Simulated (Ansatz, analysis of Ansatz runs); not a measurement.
# Cr2TeO6 (P4_2/mnm): a line between two O sites for an added hole, part 3 of 3

Question: does an added hole stay on the O atom where it is started in Cr2TeO6 (P4_2/mnm), and if so, how high is the barrier for a hop to another O site nearby? Model: a cell of 72 host atoms.

Ansatz 0.2.0; plane-wave PAW DFT, PBEsol+U; relaxation of all atoms of a supercell at fixed charge in a uniform background; PAW set soft_1.

So far. Step 3 (The hole on the first site): The largest changes of the moments are 0.80 μB on O30, 0.05 μB on Cr15 and -0.05 μB on Cr2. The largest part sits on the chosen site. Step 4 (The hole on the second site): The largest changes of the moments are 0.80 μB on O35, 0.05 μB on Cr15 and -0.05 μB on Cr2. The largest part sits on the chosen site.

## Step 5: Points on the line between the two structures

Level of this step: plane-wave PAW DFT, PBEsol+U; single point of a supercell at fixed charge in a uniform background; PAW set soft_1 (Ansatz).

All atoms move on the straight line between the two relaxed structures, 3.54 amu^1/2 Å long in mass-weighted terms. Each point starts from the state of the point before, once from either end, so that both localised states can be followed; the midpoint is also started with the carrier shared.

A.x0500/input.yaml

```yaml
crystal:
  lattice:
    - [0.0, 6.44872092, 9.0824512]
    - [6.44871104, 0.0, 9.0824512]
    - [6.44871104, 6.44872092, 0.0]
  atoms:
    - { symbol: Cr, position: [0.417539, 0.417198, 0.082594], spin: 2.0 }
    - { symbol: Cr, position: [0.414344, 0.414003, 0.58579], spin: 2.0 }
[... 12 atom lines left out ...]
    - { symbol: Cr, position: [0.584562, 0.584221, 0.415571], spin: -2.0 }
[... 14 atom lines left out ...]
    - { symbol: O, position: [0.400655, 0.600829, 0.599475], spin: 1.0 }
[... 4 atom lines left out ...]
    - { symbol: O, position: [0.60117, 0.400314, 0.398967] }
[... 13 atom lines left out ...]
    - { symbol: O, position: [0.267405, 0.57423, 0.42556] }
[... 18 atom lines left out ...]
    - { symbol: O, position: [0.574571, 0.267064, 0.732731] }
[... 3 atom lines left out ...]
    - { symbol: O, position: [0.57517, 0.764833, 0.925305] }
total_charge: 1
basis:
  ecutwfc: 420
  xc_grid: 2
hamiltonian:
  xc: pbesol
  hubbard:
    sites: [{ species: Cr, l: d, u_eff: 4.0 }, { species: O, l: p, u_eff: 7.0 }]
    projectors: ortho-atomic
  pseudopotentials: { kind: paw, azcp: { folder: soft_1 }, xc_functional: pbe }
kpoints:
  mp_grid: { grid: [1, 1, 1] }
magnetization:
  spin_polarized: true
  initial_magnetization: 1
  spin_locking: { lock_magnetization: hard }
scf:
  occupations: { method: fermi_dirac, width: 0.01 }
  max_iter: 120
  lower_state_search: "off"
output:
  forces: true
  eigenvalues: true
  eigenstates: { localisation: true }
  write_density: true
  write_potential: true
  volumetric_format: npy
checkpoint:
  read: "../A.x0375.run"
  write: "../A.x0500.run"
  compress: false
  write_wavefunctions: true
  write_every: 100000
```

Started as:

```bash
> ansatz run input.yaml --threads 8 --pin off --max-ram 17899MiB --backend cpu --events-out ev --progress --plain --runs-dir out
```

Numbers of over 12 decimals in the logs are rounded to 6 here.

The program printed:

```text
[...]
Warning: the atoms were moved onto the symmetric positions of the space group found under crystal.symmetry.tolerance 1.0e-5 (fractional; [...]
Warning: checkpoint.read: the run can stay near the saved state's solution: 72 site(s) moved relative to the saved geometry (max |Δs| = 1.712e-3 fractional); [...]
[...]
Crystal: 72 atoms, lattice volume = 755.405 Å³
Basis set: ecut = 420 eV, 14795 PW (Γ), exchange–correlation on 150×150×128 points (8 copies of the dense FFT grid, shifted against one another)
Bands: 392, of which v1, the nominal top of the filled ones, is band 320 counted from 1 (319 counted from 0)
Symmetry: 2 space group operations
[...]
k-points: 1
[...]
Starting moments: Σ|m| = 33 μB on 17 of 72 sites; this step starts from the density that it was given
[...]
SCF iter   8: F=-135563.354961 eV  HF=-135563.354961 eV  |F-HF|=1.95e-8  |Δ(HF+E_count)|=   3.08e-7  Δρ=2.76e-6 (↑2.76e-6 ↓2.15e-6)  dr2=8.68e-8  dr2_m=8.55e-9  M=1.000 μB ∫|m|=52.508 μB  ethr=1.56e-11  ⟨swp⟩=11.0  Hψ=5433  notcnv=0
SCF 1 converged in 8 iterations: F = -135563.354961 eV  dr2 = 8.68e-8
[...]
SCF converged after 8 iterations
Stability checked in part: among states of this total moment the steps that led to this state did not find it unstable. No probe was made; neither looks for a lower state of another moment (fixed_total_moment; see scf.lower_state_search)
Magnetization: 1.0000 μB (320.0000 up, 319.0000 down)
Absolute magnetization: 52.6112 μB (∫|ρ↑−ρ↓|, with the PAW one-centre terms)
[...]
Per-site moments (μB) at R_I (Å): [(2.517127, 0.823263), (2.496672, 0.814411), (2.501617, 0.817438), [... 69 left out ...]
Free energy (F): -135563.354961 eV
[...]
Internal energy: -135563.354961 eV  (E = F + TS)
E sigma→0 (E₀):  -135563.354961 eV
Fermi energy:    9.196278 (↑ 9.797466, ↓ 9.193635) eV
[...]
--- Forces (eV/Å), atoms counted from 1 ---
  atom   1  Cr     0.07500104     0.45025141     0.00635183
  atom   2  Cr    -1.99724145     0.00000000     0.10510011
  [... 12 atoms left out ...]
  atom  15  Cr    -1.42148136     0.00000000    -0.31226141
  [... 5 atoms left out ...]
  atom  21  Te    -0.34165166     0.05431184    -0.00027385
  [... 2 atoms left out ...]
  atom  24  Te    -0.34165166    -0.05431184    -0.00027385
  [... 5 atoms left out ...]
  atom  30  O     -0.39513963     0.00000000     0.37746765
  [... 4 atoms left out ...]
  atom  35  O     -0.46537236     0.00000000    -0.23742769
  [... 5 atoms left out ...]
  atom  41  O      0.23810688    -0.02923364     0.05057892
  [... 6 atoms left out ...]
  atom  48  O      0.23810688     0.02923364     0.05057892
  atom  49  O      0.31608047    -0.04938238    -0.02105833
  [... 18 atoms left out ...]
  atom  68  O      0.31608047     0.04938238    -0.02105833
  [... 4 atoms left out ...]
  max |Σ_I F_I| component: 1.55e-4 eV/Å
--- Band table (eV) ---
[...]
Occupation matrices written to <dir>
```

Run time: 13 s. Hardware: 8 threads of Arm Neoverse V2, shared host; peak memory 2.1 GiB.

The column dr2 measures how far the density is from self-consistency, as an energy; F and HF (Harris–Foulkes) agree once it is small.

From eigenstates.tsv, first k-point; energies on the run's zero. The participation number counts the atoms that a state is spread over, of 72; bands count from 0.

```csv
spin,band,energy (eV),occupation,participation,largest share on,share
down,313,8.080,1.00,9.2,Cr15,0.22
down,314,8.122,1.00,8.3,Cr11,0.27
down,315,8.143,1.00,12.6,Cr9,0.15
down,316,8.156,1.00,12.4,Cr11,0.18
down,317,8.186,1.00,9.9,Cr9,0.17
down,318,8.188,1.00,13.6,Cr11,0.14
down,319,10.193,0.00,1.7,O30,0.76
down,320,11.390,0.00,11.6,Cr15,0.22
down,321,11.577,0.00,11.2,Cr10,0.22
down,322,11.694,0.00,12.3,Cr15,0.13
down,323,11.824,0.00,4.3,Cr15,0.46
up,314,8.104,1.00,10.4,Cr2,0.20
up,315,8.111,1.00,8.1,Cr7,0.28
up,316,8.137,1.00,12.4,Cr5,0.16
up,317,8.156,1.00,12.1,Cr5,0.16
up,318,8.177,1.00,9.9,Cr5,0.17
up,319,8.187,1.00,12.0,Cr7,0.21
up,320,11.404,0.00,14.0,Cr2,0.13
up,321,11.570,0.00,11.7,Cr6,0.21
up,322,11.711,0.00,12.8,Cr2,0.14
up,323,11.862,0.00,4.2,Cr2,0.46
up,324,11.937,0.00,3.9,Cr6,0.48
```

Under PBEsol+U (4, 7 eV) at the zone centre alone, the highest filled state is spin down, spread over 14 of 72 atoms, and the lowest empty one, 2.00 eV above it, is spin down, spread over 2 of 72 atoms.

Spin density in the ac plane at fractional y = 0.500, through the centre.

Ten even steps from '_' (-0.67 e/Å³) to '@' (0.73 e/Å³), each cell a mean:
```
==++++**##**++==========++++++====--::..--====================
==++**%%@@%%++++======================..__--==================
====++******++++======================--..::==================
======++++++++++========================----==================
==============================================================
==============================================================
==========================++++================================
==================++++++++++++++==============================
================++++**++++++++++++====================--======
================++++%%##++==++++==================::....::====
======++++========++**%%##++======================--____::--==
==++++++++++==========++**++++======----============----======
==++++**##**++==========++++++======::..--====================
==++**%%@@%%++++======================::__--==================
====++******++++======================--..::==================
======++++++++++========================----==================
==============================================================
==============================================================
==============================================================
==================++++++======================================
================++++****++============================--======
================++++%%%%++++======================::....::====
======++++========++**%%##++++====================--____::--==
==++++++++++==========++##**++======----============----======
```
Columns run along a (11.1 Å), rows up along c (9.1 Å).

Valence density in the ac plane at fractional y = 0.500, through the centre. It is the smooth field of the valence electrons, not physical close to the nuclei.

Ten even steps from '_' (0.0 e/Å³) to '@' (2.3 e/Å³), each cell a mean:
```
____::++**::__..--++==::..______....--**--....________..::::..
..__..**@@++....::++**--..____....::--##%%::____________..::::
..____::==--..__..::--::..____..::::::--==::______________..::
______..::::..______....________..::........__....____________
______..::==--..______________________________::----..________
________::**++::______________________________::++**--..______
________..--++--..____________________________..--++==..______
__________..::::..________..____________________..::--..______
....______________..::....::::..______..::....____..::::______
..::..____________..==++::::::..______..==++--..__::****::____
..::::..__________..--##==......______..==##++::__..**%%==..__
__..::::..______::::::::::..________..::::==--::____..--::..__
____::++**::__..--**++::..______....--++--::....______..::::..
..__..**@@++....::++**--..____..::::--**##::____________..::::
..____::==--..__..::--::..____..::::::::==::______________..::
______..::::..______....________..::........__....____________
______..::==--..______________________________::----..________
________::****::______________________________..++**--..______
________..--++--..____________________________..--++==..______
__________..::::..______......__________________..::--..______
....______________..::::..::::..______..::....____..::::______
..::..____________..==##--::::..______..==++--..__::****::____
..::::..__________..--%%**::....______..==**==::__..**%%==..__
__..::::..______..::::::--..______....::::----..____..--::..__
```
Columns run along a (11.1 Å), rows up along c (9.1 Å).

Electrostatic potential energy in the ac plane at fractional y = 0.500, through the centre. With pseudopotentials it is smooth inside the atoms' cores, unlike the true potential.

Values in eV, 13 rows by 16 columns, each cell a mean:
```
 10  -9 -14   7   6   2   9  11  10  -8 -14   7  14  13   9  10
 14   6  -8   5  13  11  15  15  13   5  -7   5  15  16  15  15
 16  15   7   7  14  15  15  15  16  15  12  12   9  12  16  17
 17  16  12   5  13  12  13  14  15  16  16  15   8   3  15  16
 15  16  16  15   9  -2   4  10  13  15  15  15  10  -1   6  14
 12  11  13  15   9 -11 -11   7  11  11   6   2  10 -11 -12   9
 10  -5  -4  11   8   2   1   9  10  -3  -4   7  13   6  -2   8
 12  -3 -15   4  10   4  13  14  12  -1 -15   4  14  15  13  13
 16  12   4   8  15  16  16  17  16  12   6   9  13  16  16  16
 17  16   8   2  14  15  16  17  17  16  15  14   6   4  16  16
 16  16  16  12  12   9  12  15  17  17  16  16  11   5  12  16
 13  14  15  15   9 -10  -5  11  14  15  11  10   9 -11  -5  11
 10   4   7  13  11  -4 -11   7  11   5   4   4  12  -3 -12   7
```
Columns run along a (11.1 Å; values clipped at the 3rd and 97th percentile), rows up along c (9.1 Å).

Free energies from the first end:

```csv
started from,fraction,energy (eV),moment change on O30 (μB),on O35 (μB)
first site,0,0.000,0.80,0.00
first site,0.125,0.028,0.80,0.00
first site,0.25,0.112,0.79,0.00
first site,0.375,0.250,0.78,0.00
first site,0.5,0.439,0.77,0.00
first site,0.625,0.678,0.76,0.00
second site,0.875,0.028,0.00,0.80
second site,0.75,0.112,0.00,0.79
second site,0.625,0.250,0.00,0.78
second site,0.5,0.439,0.00,0.77
second site,0.375,0.678,0.00,0.76
shared,0.5,1.013,0.20,0.20
second site,1,0.000,0.00,0.80
```

## Step 6: Outcome

```json
{"barrier forward": "0.44 eV", "barrier backward": "0.44 eV", "distance of the two sites without the carrier": "2.63 Å", "carrier at the midpoint": "on one site"}
```

On this line the hole must cross 0.44 eV to hop 2.63 Å; both ends have the same energy within 0.005 eV. At the midpoint the lowest state found keeps the carrier on one site, so the two localised curves cross in a cusp. This suggests weak coupling and a hop slower than the barrier alone implies, though U itself penalises the shared state. The start with the carrier shared left the pair of sites. With an assumed attempt frequency of 1e13 per second the rate at 300 K would be 4e+05 per second for this barrier, if every crossing succeeded. A straight line need not be the lowest path, so the true barrier at this U can be lower, or higher if the ends can still break their symmetry. No run compares the localised hole with one spread in the band, so its binding is unknown and the barrier may exceed it. The magnetic order was assumed and need not be the ground state. The total moment is locked, so a carrier of the other spin direction was not tried. The program's search for lower electronic states was switched off in all runs, so that each state is followed; none is shown to be the lowest at its structure. No image-charge correction is applied; it nearly cancels along the line while the charge stays localised. Limits: sampling at the zone centre alone can move energies of charged and open-shell states by tenths of an eV or more in cells of this size; gap and trapping depend on the U chosen (Cr d 4.0 eV, O p 7.0 eV); spin–orbit coupling, which can matter with heavy atoms, is left out.

[Logs are printed without paths, hosts, clocks, repeated set-up lines and the standing remarks that a program may print on its own settings, such as how far it seeks lower states.]

[Hosts, paths, dates, database ids (printed as entryN), source tags and the programs' standing remarks are cut or masked in the printed files.]
